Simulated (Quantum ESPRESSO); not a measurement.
# Collinear magnetic orders of CuPd (Skaergaardite) with Quantum ESPRESSO

Wanted: the moments of CuPd (Skaergaardite) and the energy of each order that was tried.

Calculated with Quantum ESPRESSO 7.5; PBEsol; plane waves with GBRV 1.5 PBEsol potentials, no spin-orbit coupling.

This is a report of a sequence of runs, with most program output left out.

The database entry behind the starting cell differs from later determinations by our own check (about 0.35 % long), so it need not match the best structure at ambient conditions.

## (1) Set-up

It takes space group Pm-3m (No. 221, cubic). Conventional cell: a = 2.988 Å, b = 2.988 Å, c = 2.988 Å, α = 90.00°, β = 90.00°, γ = 90.00°. Nearest to Cu lie 8 Pd at 2.59 Å. Nearest to Pd lie 8 Cu at 2.59 Å. Farther neighbours are not listed.

Coordinates:

```cif
data_structure
_symmetry_space_group_name_H-M 'Pm-3m'
_symmetry_Int_Tables_number 221
_cell_length_a 2.9880
_cell_length_b 2.9880
_cell_length_c 2.9880
_cell_angle_alpha 90.000
_cell_angle_beta 90.000
_cell_angle_gamma 90.000
_cell_volume 26.68
loop_
_atom_site_label
_atom_site_type_symbol
_atom_site_symmetry_multiplicity
_atom_site_Wyckoff_symbol
_atom_site_fract_x
_atom_site_fract_y
_atom_site_fract_z
_atom_site_occupancy
Cu1 Cu 1 a 0.00000 0.00000 0.00000 1
Pd1 Pd 1 b 0.50000 0.50000 0.50000 1
```

The cell comes from the Crystallography Open Database.

## (2) Run 1, typed as ferro ++

The signs are those of the starting moments on the seeded atoms, the atoms that are given a moment.

Input file pw.in:

```
&CONTROL
  calculation = 'scf'
  prefix = 'pwscf'
  outdir = './tmp'
  pseudo_dir = './pseudo'
  disk_io = 'nowf'
/
&SYSTEM
  ibrav = 0
  celldm(1) = 8
  nat = 2
  ntyp = 2
  ecutwfc = 40
  ecutrho = 280
  nbnd = 25
  occupations = 'smearing'
  smearing = 'fd'
  degauss = 0.00734986
  nspin = 2
  starting_magnetization(1) = 0.0263
  starting_magnetization(2) = 0.0375
/
&ELECTRONS
  conv_thr = 4d-09
  electron_maxstep = 150
  mixing_beta = 0.3
/
ATOMIC_SPECIES
Cu     63.5460 cu_pbesol_v1.2.uspp.F.UPF
Pd    106.4200 pd_pbesol_v1.4.uspp.F.UPF
CELL_PARAMETERS alat
   0.7058127075477    0.0000000000000    0.0000000000000
   0.0000000000000    0.7058127075477    0.0000000000000
   0.0000000000000    0.0000000000000    0.7058127075477
ATOMIC_POSITIONS crystal
Cu      0.0000000000    0.0000000000    0.0000000000
Pd      0.5000000000    0.5000000000    0.5000000000
K_POINTS automatic
12 12 12 0 0 0
```

Command:

```sh
OMP_NUM_THREADS=1 mpirun -n 4 pw.x -nk 4 -in pw.in > pw.out
```

Wall time 21 s (4 MPI ranks of Intel Xeon at 2.70GHz, shared host); peak memory 0.33 GiB; 82 s of CPU time.

The spin moment in the atom's sphere vanishes on all atoms.

Read from the output:

```
smearing term TS       : 0.04767 eV
magnetization          : 0 μB
absolute magnetization : 0 μB
final state            : non-magnetic
```

## (3) Run 2, typed as ferri +−

pw.in: that of step 2 with these lines changed.

```diff
@@ -20,3 +20,3 @@
   starting_magnetization(1) = 0.0263
-  starting_magnetization(2) = 0.0375
+  starting_magnetization(2) = -0.0375
 /
```

Wall time 28 s (4 MPI ranks); peak memory 0.33 GiB; 1.8 min of CPU time.

The spin moment in the atom's sphere vanishes on all atoms.

Read from the output:

- smearing term TS: 0.04767 eV
- magnetization: 0 μB
- absolute magnetization: 0 μB
- final state: non-magnetic

## (4) Run 3 (antiferro q=(0,1/2,1/2) +−+−)

This order needs a doubled cell of 4 atoms. The wavevector q is in fractions of the reciprocal vectors of the crystal's primitive cell, as the cells of these inputs are built from it; moments change sign between cells as cos(2π q·R).

Input file pw.in:

```
&CONTROL
  calculation = 'scf'
  prefix = 'pwscf'
  outdir = './tmp'
  pseudo_dir = './pseudo'
  disk_io = 'nowf'
/
&SYSTEM
  ibrav = 0
  celldm(1) = 8
  nat = 4
  ntyp = 4
  ecutwfc = 40
  ecutrho = 280
  nbnd = 45
  occupations = 'smearing'
  smearing = 'fd'
  degauss = 0.00734986
  nspin = 2
  starting_magnetization(1) = 0.0263
  starting_magnetization(2) = -0.0263
  starting_magnetization(3) = 0.0375
  starting_magnetization(4) = -0.0375
/
&ELECTRONS
  conv_thr = 8d-09
  electron_maxstep = 150
  mixing_beta = 0.3
/
ATOMIC_SPECIES
Cu1    63.5460 cu_pbesol_v1.2.uspp.F.UPF
Cu2    63.5460 cu_pbesol_v1.2.uspp.F.UPF
Pd1   106.4200 pd_pbesol_v1.4.uspp.F.UPF
Pd2   106.4200 pd_pbesol_v1.4.uspp.F.UPF
CELL_PARAMETERS alat
   0.7058127075477    0.0000000000000    0.0000000000000
   0.0000000000000    1.4116254150955    0.0000000000000
   0.0000000000000    0.7058127075477    0.7058127075477
ATOMIC_POSITIONS crystal
Cu1     0.0000000000    0.0000000000    0.0000000000
Cu2     0.0000000000    0.5000000000    0.0000000000
Pd1     0.5000000000    0.0000000000    0.5000000000
Pd2     0.5000000000    0.5000000000    0.5000000000
K_POINTS automatic
12 6 12 0 0 0
```

Wall time 2.9 min (4 MPI ranks); peak memory 0.78 GiB.

The spin moment in the atom's sphere vanishes on all atoms.

Numbers from this step:

```yaml
smearing_term_ts: 0.09534 eV
magnetization: 0 μB
absolute_magnetization: 0 μB
final_state: non-magnetic
```

## (5) Start 4: antiferro q=(1/2,1/2,1/2) +−+−

The cell is doubled to 4 atoms to hold this order.

pw.in: that of step 4 with these lines changed.

```diff
@@ -35,11 +35,11 @@
 CELL_PARAMETERS alat
-   0.7058127075477    0.0000000000000    0.0000000000000
-   0.0000000000000    1.4116254150955    0.0000000000000
-   0.0000000000000    0.7058127075477    0.7058127075477
+   1.4116254150955    0.0000000000000    0.0000000000000
+   0.7058127075477    0.7058127075477    0.0000000000000
+   0.7058127075477    0.0000000000000    0.7058127075477
 ATOMIC_POSITIONS crystal
 Cu1     0.0000000000    0.0000000000    0.0000000000
-Cu2     0.0000000000    0.5000000000    0.0000000000
-Pd1     0.5000000000    0.0000000000    0.5000000000
-Pd2     0.5000000000    0.5000000000    0.5000000000
+Cu2     0.5000000000    0.0000000000    0.0000000000
+Pd1     0.7500000000    0.5000000000    0.5000000000
+Pd2     0.2500000000    0.5000000000    0.5000000000
 K_POINTS automatic
-12 6 12 0 0 0
+6 12 12 0 0 0
```

Run time: 67 s. Hardware: 4 MPI ranks; peak memory 0.53 GiB; 4.4 min of CPU time.

Read from the output:

```
smearing term TS       : 0.09534 eV
magnetization          : 0 μB
absolute magnetization : 0 μB
final state            : non-magnetic
largest moment         : 0 μB
```

## (6) The states side by side

An order is kept where moments of 0.15 μB or more survive with the typed signs; meshes match where a doubled cell samples the same k points as the first cell.

Orders:

```csv
start,final state,typed order kept,energy over the lowest (meV a seeded atom),largest site moment (μB),net moment (μB a cell of the first run),mesh matched,CPU time (s)
ferro ++,non-magnetic,no,0,0,0,yes,82.3
ferri +-,non-magnetic,no,0,0,0,yes,108.9
"antiferro q=(0,1/2,1/2) +-+-",non-magnetic,no,0.002043,0,0,yes,700.8
"antiferro q=(1/2,1/2,1/2) +-+-",non-magnetic,no,0.002629,0,0,yes,265.6
```

## (7) Outcome

```
lowest state found  : non-magnetic (from ferro ++, ferri +-, antiferro q=(0,1/2,1/2) +-+- and antiferro q=(1/2,1/2,1/2) +-+-)
largest site moment : 0 μB
```

The lowest state carries no moment, and no start kept one. This is the lowest of 4 collinear or spinless starts, no proof of the ground state. Energies are free energies at an electronic temperature of 1160 K, which lowers moments and differences where the moments are itinerant.

[Logs and program files are shortened in this print: banners, set-up blocks, solver, clock and traceback lines can be left out without a mark of their own.]

[Logs are printed without paths, hosts, clocks, repeated set-up lines and the standing remarks that a program may print on its own settings, such as how far it seeks lower states.]

[Hosts, paths, dates, database ids (printed as entryN), source tags and the programs' standing remarks are cut or masked in the printed files.]

[Where a cell is said to come from a database of computed structures, the database is the Materials Project.]
